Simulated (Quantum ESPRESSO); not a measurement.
# Iridium (Fm-3m): electron-phonon coupling, part 2 of 3

How strong is the electron-phonon coupling in Iridium (Fm-3m)?

Quantum ESPRESSO 7.5; DFT LDA, scalar-relativistic, plane waves, PseudoDojo norm-conserving pseudopotentials.

So far. Step 2 (A first look): No gap opens on this mesh, so smearing is kept; the start stands at -5.3 GPa. Step 4 (Self-consistent run for the response): The cell stands at -0.036 GPa, close enough for phonons. The relaxed cell has a = 3.809 Å (conventional setting).

The database entry behind the starting cell differs from later determinations by our own check (0.1 to 0.3 % short, probably kX units), so it need not match the best structure at ambient conditions.

## (7) Phonons on a q mesh

Linear response treats each wavevector in the unit cell, with no supercell; the 4×4×4 mesh fixes the range of the force constants to be had. The change of the potential is kept for the electron-phonon matrix elements.

File ph.in:

```
phonons
&inputph
   prefix = 'x'
   outdir = './tmp'
   fildyn = 'x.dyn'
   tr2_ph = 1.0d-18
   alpha_mix(1) = 0.4
   nmix_ph = 8
   ldisp = .true.
   nq1 = 4
   nq2 = 4
   nq3 = 4
   electron_phonon = 'interpolated'
   fildvscf = 'dvscf'
   el_ph_sigma = 0.005
   el_ph_nsigma = 10
/
```

Started as:

```sh
$ OMP_NUM_THREADS=1 mpirun -n 4 ph.x -nk 4 -in ph.in > ph.out
```

Numbers of over 12 decimals in the logs are rounded to 6 here.

Log:

```text
[banners, grids, parts of the stress and lines that vanish by symmetry left out]
[banner, memory and clock lines left out]
Program PHONON v.7.5

     ./tmp/x.save/

     IMPORTANT: XC functional enforced from input :
     Exchange-correlation= PW
                           (   1   4   0   0   0   0   0)
     Any further DFT definition will be discarded
     Please, verify this is what you really want

     G-vector sticks info

     Reading collected, re-writing distributed wavefunctions in ./tmp/

     Dynamical matrices for ( 4, 4, 4)  uniform grid of q-points
     (   8 q-points):
       N         xq(1)         xq(2)         xq(3)
       1   0.000000000   0.000000000   0.000000000
       2   0.176776695   0.176776695  -0.176776695
[...]
Number and degeneracy of irreps per q-point
       N         xq(1)         xq(2)         xq(3)   N irreps
       1   0.000000000   0.000000000   0.000000000       1
        3
       2   0.176776695   0.176776695  -0.176776695       2
        1   2
[...]
1   2
[...]
1   2
[...]
No degeneracy
[...]
No degeneracy
       7  -0.707106781   0.000000000   0.000000000       2
        1   2
       8  -0.707106781   0.353553391   0.000000000       2
        1   2

     Saving dvscf to file. Distribute only q points, not irreducible representations.

     Calculation of q =    0.0000000   0.0000000   0.0000000

     phonons

     bravais-lattice index     =            0
     lattice parameter (alat)  =       5.0901  a.u.
     unit-cell volume          =      93.2547 (a.u.)^3
     number of atoms/cell      =            1
     number of atomic types    =            1
     kinetic-energy cut-off    =      68.0000  Ry
     charge density cut-off    =     272.0000  Ry
     convergence threshold     =      1.0E-18
     beta                      =       0.4000
     number of iterations used =            8
     Exchange-correlation= PW
                           (   1   4   0   0   0   0   0)

     celldm(1)=    5.09013  celldm(2)=    0.00000  celldm(3)=    0.00000
     celldm(4)=    0.00000  celldm(5)=    0.00000  celldm(6)=    0.00000

     crystal axes: (cart. coord. in units of alat)
               a(1) = (  0.0000  0.7071  0.7071 )
               a(2) = (  0.7071  0.0000  0.7071 )
               a(3) = (  0.7071  0.7071  0.0000 )

     reciprocal axes: (cart. coord. in units 2 pi/alat)
               b(1) = ( -0.7071  0.7071  0.7071 )
               b(2) = (  0.7071 -0.7071  0.7071 )
               b(3) = (  0.7071  0.7071 -0.7071 )

     Atoms inside the unit cell:

     Cartesian axes

     site n.  atom      mass           positions (alat units)
        1  Ir    192.2170   tau(    1) = (    0.00000    0.00000    0.00000  )

     Computing dynamical matrix for
                    q = (   0.0000000   0.0000000   0.0000000 )

     49 Sym.Ops. (with q -> -q+G )

     G cutoff =  178.5115  (   7119 G-vectors)     FFT grid: ( 27, 27, 27)

     number of k points=   145  Marzari-Vanderbilt smearing, width (Ry)=  0.0200

     PseudoPot. # 1 for Ir read from file:
     ./pseudo/Ir.upf
     Pseudo is Norm-conserving + core correction, Zval = 17.0

     Mode symmetry, O_h (m-3m)  point group:

     Atomic displacements:
     There are    1 irreducible representations

     Representation     1      3 modes -  To be done

     Alpha used in Ewald sum =   2.7000

     Representation #   1 modes #   1   2   3

     Self-consistent Calculation
      iter #   1   av.it.:   7.7
      thresh= 1.000E-02 alpha_mix =  0.400 |ddv_scf|^2 =  1.290E-05
      iter #   2   av.it.:  10.1
      thresh= 3.592E-04 alpha_mix =  0.400 |ddv_scf|^2 =  1.385E-06
[...]
End of self-consistent calculation

     Convergence has been achieved

     Number of q in the star =    1
     List of q in the star:
[...]
Diagonalizing the dynamical matrix

     q = (    0.000000000   0.000000000   0.000000000 )

 **************************************************************************
     freq (    1) =       0.011738 [THz] =       0.391540 [cm-1]
     freq (    2) =       0.011738 [THz] =       0.391540 [cm-1]
     freq (    3) =       0.011738 [THz] =       0.391540 [cm-1]
 **************************************************************************

     Mode symmetry, O_h (m-3m)  point group:

     freq (   1-   3) =          0.4  [cm-1]   --> T_1u G_15  G_4- I
     Electron-phonon interaction  ...

     [... narrower broadenings left out ...]
     Gaussian Broadening:   0.020 Ry, ngauss=   0
     DOS =  5.917563 states/spin/Ry/Unit Cell at Ef= 26.268373 eV
     lambda(    1)=  0.0000   gamma=    0.01 GHz
     lambda(    2)=  0.0000   gamma=    0.01 GHz
     lambda(    3)=  0.0000   gamma=    0.01 GHz
     [... wider broadenings left out ...]

     Number of q in the star =    1
     List of q in the star:
[...]
Calculation of q =    0.1767767   0.1767767  -0.1767767
     [... set-up and bands at k+q left out ...]

     Mode symmetry, C_3v (3m)   point group:

     Atomic displacements:
     There are    2 irreducible representations

     Representation     1      1 modes -  To be done

[...]
Message from routine init_vloc:
     Interpolation table for Vloc re-allocated

     Alpha used in Ewald sum =   2.7000

     Representation #   1 mode #   1

     Self-consistent Calculation

[...]
[... iterations left out ...]
[...]
End of self-consistent calculation

     Convergence has been achieved

     Representation #   2 modes #   2   3

[...]
[... iterations left out ...]
[...]
Convergence has been achieved

[...]
Diagonalizing the dynamical matrix

     q = (    0.176776695   0.176776695  -0.176776695 )

[...]
freq (    1) =       2.584022 [THz] =      86.193685 [cm-1]
     freq (    2) =       2.584022 [THz] =      86.193685 [cm-1]
     freq (    3) =       5.072315 [THz] =     169.194202 [cm-1]
[...]
Mode symmetry, C_3v (3m)   point group:

     freq (   1-   2) =         86.2  [cm-1]   --> E    L_3
     freq (   3-   3) =        169.2  [cm-1]   --> A_1  L_1
     Electron-phonon interaction  ...

     [... narrower broadenings left out ...]
     Gaussian Broadening:   0.020 Ry, ngauss=   0
     DOS =  5.917563 states/spin/Ry/Unit Cell at Ef= 26.268373 eV
     lambda(    1)=  0.1780   gamma=    6.71 GHz
     lambda(    2)=  0.1715   gamma=    6.47 GHz
     lambda(    3)=  0.0756   gamma=   10.99 GHz
     [... wider broadenings left out ...]

[...]
[... set-up and bands at k+q left out ...]

     Mode symmetry, D_3d (-3m)  point group:

[...]
Representation #   1 mode #   1

[...]
Convergence has been achieved

     Representation #   2 modes #   2   3

[...]
Convergence has been achieved

[...]
q = (   -0.353553391  -0.353553391   0.353553391 )

[...]
freq (    1) =       3.380636 [THz] =     112.765884 [cm-1]
     freq (    2) =       3.380636 [THz] =     112.765884 [cm-1]
     freq (    3) =       6.073894 [THz] =     202.603311 [cm-1]
[...]
Mode symmetry, D_3d (-3m)  point group:

     freq (   1-   2) =        112.8  [cm-1]   --> E_u  L_3'
     freq (   3-   3) =        202.6  [cm-1]   --> A_2u L_2'
[...]
lambda(    1)=  0.1693   gamma=   10.93 GHz
     lambda(    2)=  0.1652   gamma=   10.67 GHz
     lambda(    3)=  0.0784   gamma=   16.34 GHz
[...]
Mode symmetry, C_4v (4mm)  point group:

[...]
Convergence has been achieved

     Representation #   2 modes #   2   3

[...]
Convergence has been achieved

[...]
q = (    0.353553391   0.000000000   0.000000000 )

[...]
freq (    1) =       3.432088 [THz] =     114.482119 [cm-1]
     freq (    2) =       3.432088 [THz] =     114.482119 [cm-1]
     freq (    3) =       5.525316 [THz] =     184.304706 [cm-1]
[...]
Mode symmetry, C_4v (4mm)  point group:

     freq (   1-   2) =        114.5  [cm-1]   --> E    G_5 D_5
     freq (   3-   3) =        184.3  [cm-1]   --> A_1  G_1 D_1
[...]
lambda(    1)=  0.1196   gamma=    7.96 GHz
     lambda(    2)=  0.1192   gamma=    7.93 GHz
     lambda(    3)=  0.0318   gamma=    5.49 GHz
[...]
Mode symmetry, C_s (m)     point group:

[...]
Convergence has been achieved

[...]
Convergence has been achieved

[...]
Convergence has been achieved

[...]
q = (   -0.176776695  -0.530330086   0.530330086 )

[...]
freq (    1) =       4.096090 [THz] =     136.630863 [cm-1]
     freq (    2) =       4.435022 [THz] =     147.936422 [cm-1]
     freq (    3) =       5.561108 [THz] =     185.498598 [cm-1]
[...]
Mode symmetry, C_s (m)     point group:

     freq (   1-   1) =        136.6  [cm-1]   --> A''
     freq (   2-   2) =        147.9  [cm-1]   --> A'
     freq (   3-   3) =        185.5  [cm-1]   --> A'
[...]
lambda(    1)=  0.1472   gamma=   13.96 GHz
     lambda(    2)=  0.2174   gamma=   24.17 GHz
     lambda(    3)=  0.1383   gamma=   24.16 GHz
[...]
Mode symmetry, C_2v (mm2)  point group:

[...]
Convergence has been achieved

[...]
Convergence has been achieved

[...]
Convergence has been achieved

[...]
q = (    0.000000000  -0.353553391   0.353553391 )

[...]
freq (    1) =       3.772094 [THz] =     125.823505 [cm-1]
     freq (    2) =       4.141713 [THz] =     138.152688 [cm-1]
     freq (    3) =       5.664501 [THz] =     188.947410 [cm-1]
[...]
Mode symmetry, C_2v (mm2)  point group:

     freq (   1-   1) =        125.8  [cm-1]   --> B_1  D_3  S_3
     freq (   2-   2) =        138.2  [cm-1]   --> B_2  D_4  S_4
     freq (   3-   3) =        188.9  [cm-1]   --> A_1  D_1  S_1
[...]
lambda(    1)=  0.1487   gamma=   11.96 GHz
     lambda(    2)=  0.2337   gamma=   22.66 GHz
     lambda(    3)=  0.1130   gamma=   20.49 GHz
[...]
Calculation of q =   -0.7071068   0.0000000   0.0000000
     [... set-up and bands at k+q left out ...]

     Mode symmetry, D_4h(4/mmm) point group:

     Atomic displacements:
     There are    2 irreducible representations

[...]
Alpha used in Ewald sum =   2.7000

     Representation #   1 mode #   1

[...]
Convergence has been achieved

     Representation #   2 modes #   2   3

[...]
Convergence has been achieved

[...]
Diagonalizing the dynamical matrix

     q = (   -0.707106781   0.000000000   0.000000000 )

[...]
freq (    1) =       4.531605 [THz] =     151.158076 [cm-1]
     freq (    2) =       4.531605 [THz] =     151.158076 [cm-1]
     freq (    3) =       5.617126 [THz] =     187.367169 [cm-1]
[...]
Mode symmetry, D_4h(4/mmm) point group:

     freq (   1-   2) =        151.2  [cm-1]   --> E_u  X_5' M_5'
     freq (   3-   3) =        187.4  [cm-1]   --> A_2u X_4' M_4'
     Electron-phonon interaction  ...

     [... narrower broadenings left out ...]
     Gaussian Broadening:   0.020 Ry, ngauss=   0
     DOS =  5.917563 states/spin/Ry/Unit Cell at Ef= 26.268373 eV
     lambda(    1)=  0.1485   gamma=   17.23 GHz
     lambda(    2)=  0.1482   gamma=   17.19 GHz
     lambda(    3)=  0.1842   gamma=   32.84 GHz
     [... wider broadenings left out ...]

[...]
Calculation of q =   -0.7071068   0.3535534   0.0000000
     [... set-up and bands at k+q left out ...]

     Mode symmetry, D_2d (-42m) point group:

     Atomic displacements:
     There are    2 irreducible representations

     Representation     1      1 modes -  To be done

     Representation     2      2 modes -  To be done

     Alpha used in Ewald sum =   2.7000

     Representation #   1 mode #   1

     Self-consistent Calculation

[...]
[... iterations left out ...]
[...]
End of self-consistent calculation

     Convergence has been achieved

     Representation #   2 modes #   2   3

     Self-consistent Calculation

      iter #   1   av.it.:   8.8
      thresh= 1.000E-02 alpha_mix =  0.400 |ddv_scf|^2 =  2.718E-04

      [... iterations left out ...]
      iter #  10   av.it.:  11.4
      thresh= 4.844E-10 alpha_mix =  0.400 |ddv_scf|^2 =  6.107E-19

     End of self-consistent calculation

     Convergence has been achieved

     Number of q in the star =    6
     List of q in the star:
[...]
Diagonalizing the dynamical matrix

     q = (   -0.707106781   0.353553391   0.000000000 )

 **************************************************************************
     freq (    1) =       4.779688 [THz] =     159.433232 [cm-1]
     freq (    2) =       4.895333 [THz] =     163.290744 [cm-1]
     freq (    3) =       4.895333 [THz] =     163.290744 [cm-1]
 **************************************************************************

     Mode symmetry, D_2d (-42m) point group:

     freq (   1-   1) =        159.4  [cm-1]   --> B_2  X_3  W_2
     freq (   2-   3) =        163.3  [cm-1]   --> E    X_5  W_3
     Electron-phonon interaction  ...

     [... narrower broadenings left out ...]
     Gaussian Broadening:   0.020 Ry, ngauss=   0
     DOS =  5.917563 states/spin/Ry/Unit Cell at Ef= 26.268373 eV
     lambda(    1)=  0.1402   gamma=   18.11 GHz
     lambda(    2)=  0.1993   gamma=   26.99 GHz
     lambda(    3)=  0.2000   gamma=   27.09 GHz
     [... wider broadenings left out ...]

     Number of q in the star =    6
     List of q in the star:
[...]
5   0.353553391  -0.000000000  -0.707106781
          6  -0.353553391   0.000000000   0.707106781


[key lines of the parts left out:]
the Fermi energy is    26.3041 ev
```

Wall time 57 min (4 MPI ranks of Arm Neoverse V1, shared host); 3.8 h of CPU time.

Read from the output:

* largest acoustic frequency at the zone centre before the sum rule: 0.39 cm⁻¹
* lowest mode on the q mesh (acoustic ones at the zone centre apart): 86.19 cm⁻¹

Frequencies (cm⁻¹) at each irreducible wavevector; negative means imaginary. Frequencies by wavevector:

| q (fractions) | star | mode 1 | mode 2 | mode 3 |
| --- | --- | --- | --- | --- |
| 0 0 0 | 1 | 0.39 | 0.39 | 0.39 |
| 0 0 0.25 | 8 | 86.19 | 86.19 | 169.2 |
| 0 0 -0.5 | 4 | 112.8 | 112.8 | 202.6 |
| 0 0.25 0.25 | 6 | 114.5 | 114.5 | 184.3 |
| 0 0.25 -0.5 | 24 | 136.6 | 147.9 | 185.5 |
| 0 0.25 -0.25 | 12 | 125.8 | 138.2 | 188.9 |
| 0 -0.5 -0.5 | 3 | 151.2 | 151.2 | 187.4 |
| 0.25 -0.5 -0.25 | 6 | 159.4 | 163.3 | 163.3 |

Couplings of single modes at a Gaussian broadening of 0.02 Ry, as ph.x prints them; it sets λ to zero for modes under 20 cm⁻¹. Mode couplings:

| q (fractions) | mode | frequency (cm⁻¹) | λ | linewidth γ (GHz) |
| --- | --- | --- | --- | --- |
| 0 0 0.25 | 1 | 86.19 | 0.178 | 6.71 |
| 0 0 0.25 | 2 | 86.19 | 0.1715 | 6.47 |
| 0 0 0.25 | 3 | 169.2 | 0.0756 | 10.99 |
| 0 0 -0.5 | 1 | 112.8 | 0.1693 | 10.93 |
| 0 0 -0.5 | 2 | 112.8 | 0.1652 | 10.67 |
| 0 0 -0.5 | 3 | 202.6 | 0.0784 | 16.34 |
| 0 0.25 0.25 | 1 | 114.5 | 0.1196 | 7.96 |
| 0 0.25 0.25 | 2 | 114.5 | 0.1192 | 7.93 |
| 0 0.25 0.25 | 3 | 184.3 | 0.0318 | 5.49 |
| 0 0.25 -0.5 | 1 | 136.6 | 0.1472 | 13.96 |
| 0 0.25 -0.5 | 2 | 147.9 | 0.2174 | 24.17 |
| 0 0.25 -0.5 | 3 | 185.5 | 0.1383 | 24.16 |
| 0 0.25 -0.25 | 1 | 125.8 | 0.1487 | 11.96 |
| 0 0.25 -0.25 | 2 | 138.2 | 0.2337 | 22.66 |
| 0 0.25 -0.25 | 3 | 188.9 | 0.113 | 20.49 |
| 0 -0.5 -0.5 | 1 | 151.2 | 0.1485 | 17.23 |
| 0 -0.5 -0.5 | 2 | 151.2 | 0.1482 | 17.19 |
| 0 -0.5 -0.5 | 3 | 187.4 | 0.1842 | 32.84 |
| 0.25 -0.5 -0.25 | 1 | 159.4 | 0.1402 | 18.11 |
| 0.25 -0.5 -0.25 | 2 | 163.3 | 0.1993 | 26.99 |
| 0.25 -0.5 -0.25 | 3 | 163.3 | 0.2 | 27.09 |

The acoustic modes at Γ come out as far as 0.4 cm⁻¹ from zero, where they should vanish, a small numerical error.

## (8) Force constants in real space

The dynamical matrices of the mesh are Fourier-transformed to force constants in real space.

File q2r.in:

```
&input
   fildyn = 'x.dyn'
   zasr = 'crystal'
   flfrc = 'x.fc'
   la2F = .true.
/
```

Started as:

```sh
$ q2r.x < q2r.in > q2r.out
```

Log:

```text
[banners, grids, parts of the stress and lines that vanish by symmetry left out]
[banner, memory and clock lines left out]
Program Q2R v.7.5

  reading grid info from file x.dyn0

  reading force constants from file x.dyn1
  Dielectric Tensor not found
  nqs=            1
 q=   0.00000000  0.00000000  0.00000000
  reading force constants from file x.dyn2
  nqs=            8
 q=   0.17677670  0.17677670 -0.17677670
[...]
reading force constants from file x.dyn7
  nqs=            3
[...]
reading force constants from file x.dyn8
  nqs=            6
[...]
q=   0.35355339 -0.00000000 -0.70710678
 q=  -0.35355339  0.00000000  0.70710678

      q-space grid ok, #points =   64

      fft-check success (sum of imaginary terms < 10^-12)

   Preparing gamma for a2F

 Broadening =      0.005
      q-space grid ok, #points =   64

      fft-check success (sum of imaginary terms < 10^-12)

 Broadening =      0.010
[...]
Broadening =      0.045
      q-space grid ok, #points =   64

      fft-check success (sum of imaginary terms < 10^-12)

 Broadening =      0.050
      q-space grid ok, #points =   64

      fft-check success (sum of imaginary terms < 10^-12)
```

It took 0.47 s on 1 thread.

## (9) Dispersion

From the force constants any wavevector is cheap; points of the mesh come back as solved, but for the sum rule and, in polar crystals, the LO-TO term at Γ; the rest is interpolation.

File matdyn.in:

```
&input
   asr = 'crystal'
   flfrc = 'x.fc'
   flfrq = 'x.freq'
   flvec = 'x.modes'
   q_in_band_form = .true.
   q_in_cryst_coord = .true.
/
8
  0.0000000   0.0000000   0.0000000  12  ! GAMMA
  0.5000000   0.0000000   0.5000000  12  ! X
  0.6250000   0.2500000   0.6250000   1  ! U
  0.3750000   0.3750000   0.7500000  12  ! K
  0.0000000   0.0000000   0.0000000  12  ! GAMMA
  0.5000000   0.5000000   0.5000000  12  ! L
  0.5000000   0.2500000   0.7500000  12  ! W
  0.5000000   0.0000000   0.5000000   1  ! X
```

Started as:

```sh
$ matdyn.x -in matdyn.in > matdyn.out
```

Log:

```text
[banner, memory and clock lines left out]
Program MATDYN v.7.5

 mass for atomic type   1 not given; uses mass from file x.fc
 Norm of the difference between old and new effective charges:    0.000000

 Norm of the difference between old and new force-constants:   4.82809e-07

     Message from routine matdyn:
     Z* not found in file x.fc, TO-LO splitting at q=0 will be absent!
     Message from routine matdyn:
     Z* not found in file x.fc, TO-LO splitting at q=0 will be absent!

Note: The following floating-point exceptions are signalling: IEEE_UNDERFLOW_FLAG
```

The job ended after 0.46 s (1 thread).

Read from the output:

| Property | Result |
| --- | --- |
| lowest frequency on the path | 0 cm⁻¹ |
| mean frequency | 146.6 cm⁻¹ |
| Debye temperature (second moment) | 279 K |
| logarithmic mean frequency | 142.2 cm⁻¹ |

Matdyn.x, sum rule crystal. Phonon branches along the path, in cm⁻¹:

| point | branch 1 | branch 2 | branch 3 |
| --- | --- | --- | --- |
| Γ | 0 | 0 | 0 |
| halfway | 114 | 114 | 184 |
| X | 151 | 151 | 187 |
| halfway | 150 | 154 | 183 |
| U | 146 | 164 | 171 |
| jump to K | 146 | 164 | 171 |
| halfway | 106 | 114 | 182 |
| Γ | 0 | 0 | 0 |
| halfway | 86 | 86 | 169 |
| L | 113 | 113 | 203 |
| halfway | 135 | 145 | 185 |
| W | 159 | 163 | 163 |
| halfway | 153 | 155 | 179 |
| X | 151 | 151 | 187 |

The phonon branches as a text plot (rows in cm⁻¹):

```
    198 |        **                            ******
    190 |       *  ****       **              *      *          *
    181 |      *       **   **  *            *        *       **
    173 |                ***     *          *          **   **
    165 |     *          ***                             ***
    156 |             ***   *                          *********
    148 |    *     *******   *    *        *          ***     ***
    139 |        **       *** *                      *
    131 |       *            * *          *          **
    122 |                     *    *               **
    114 |   *  *               **               ****
    106 |                       *             **
     97 |     *                  *       *   *
     89 |                        *          *
     80 |  * *                    * *
     72 |                               *  *
     63 |   *                      *      *
     55 |
     46 |                           ***  *
     38 | **                        *   *
     30 |
     21 | *                          **
     13 |
      4 |*                             *
         Γ           X  U|K            Γ         L        W     X
```

Lowest modes at the softest wavevector of the mesh; phase exp(i q.(R + tau)). Modes at q = (0.000, 0.250, 0.000):

| mode | frequency (cm⁻¹) |
| --- | --- |
| 1 | 86.2 |
| 2 | 86.2 |
| 3 | 169.2 |

Displacements in mode 1 (86.2 cm⁻¹), the largest set to 1, in the home cell:
```
Ir1 -0.50  0.50  1.00
```

Displacements in mode 3 (169.2 cm⁻¹), the largest set to 1, in the home cell:
```
Ir1  1.00 -1.00  1.00
```

[end of part 2 of 3]

[Host names and launcher messages were left out of these logs when they were recorded.]

[Logs are printed without paths, hosts, clocks, repeated set-up lines and the standing remarks that a program may print on its own settings, such as how far it seeks lower states.]

[Hosts, paths, dates, database ids (printed as entryN), source tags and the programs' standing remarks are cut or masked in the printed files.]
